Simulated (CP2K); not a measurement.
Succinimide has these distinct C atoms: C2 (bonded to C, N and O) and C3 (bonded to 2 C and 2 H).

```xyz
12

O     2.4043    0.4323    0.6959
C     1.2405    0.2675    0.3737
C     0.5653   -0.9973   -0.1508
C    -0.9023   -0.6095   -0.3905
C    -1.0047    0.8626    0.0061
O    -1.9794    1.5940   -0.0210
N     0.2625    1.2591    0.4283
H     0.6949   -1.7929    0.5939
H     1.0900   -1.3244   -1.0577
H    -1.6140   -1.1840    0.2159
H    -1.2203   -0.7138   -1.4358
H     0.4632    2.2064    0.7420
```

Their partial C K spectra (CP2K XAS_TDP, all-electron GAPW, PBEh(45%), aug-cc-pVDZ, TDA, GW2X-corrected core level, no relativity) are given in random order, each times the number of alike atoms.

Gaussian full width 0.5 eV, oscillator strength per eV, alike atoms added, rows of zeros left out:

```tsv
E (eV)	curve 1	curve 2
289.00	0.008	0.000
289.25	0.093	0.000
289.50	0.260	0.002
289.75	0.183	0.005
290.00	0.033	0.005
290.25	0.001	0.012
290.50	0.000	0.040
290.75	0.000	0.056
291.00	0.000	0.038
291.25	0.000	0.011
291.50	0.000	0.021
291.75	0.000	0.070
292.00	0.000	0.072
292.25	0.000	0.032
292.50	0.000	0.022
292.75	0.000	0.075
293.00	0.000	0.119
293.25	0.000	0.093
293.50	0.000	0.076
293.75	0.000	0.072
294.00	0.002	0.061
294.25	0.002	0.024
294.50	0.001	0.010
294.75	0.001	0.021
295.00	0.006	0.027
295.25	0.024	0.027
295.50	0.034	0.039
295.75	0.019	0.032
296.00	0.038	0.015
296.25	0.082	0.021
296.50	0.053	0.020
296.75	0.029	0.015
297.00	0.058	0.023
297.25	0.051	0.044
```

**Question.** Which curve belongs to which atom?

Curve 1: C2 (bonded to C, N and O), leading line at 289.56 eV (f = 0.072 an atom), ionisation energy 296.20 eV, term value 6.64 eV. Curve 2: C3 (bonded to 2 C and 2 H), leading line at 290.57 eV (f = 0.009 an atom), ionisation energy 293.10 eV, term value 2.53 eV. The leading line of an atom is its first one with 35 % of the strongest within 2.5 eV of its lowest line over the strength cut. A line lies at the core ionisation energy, which rises as an atom loses charge to its neighbours or to a π system, less the term value, which is large for a low π* or σ* orbital with weight on that atom.

[Banner, clock and machine lines of the logs are left out without a mark of their own.]

[Logs are printed without paths, hosts, clocks, repeated set-up lines and the standing remarks that a program may print on its own settings, such as how far it seeks lower states.]

[Hosts, paths, dates, database ids (printed as entryN), source tags and the programs' standing remarks are cut or masked in the printed files.]
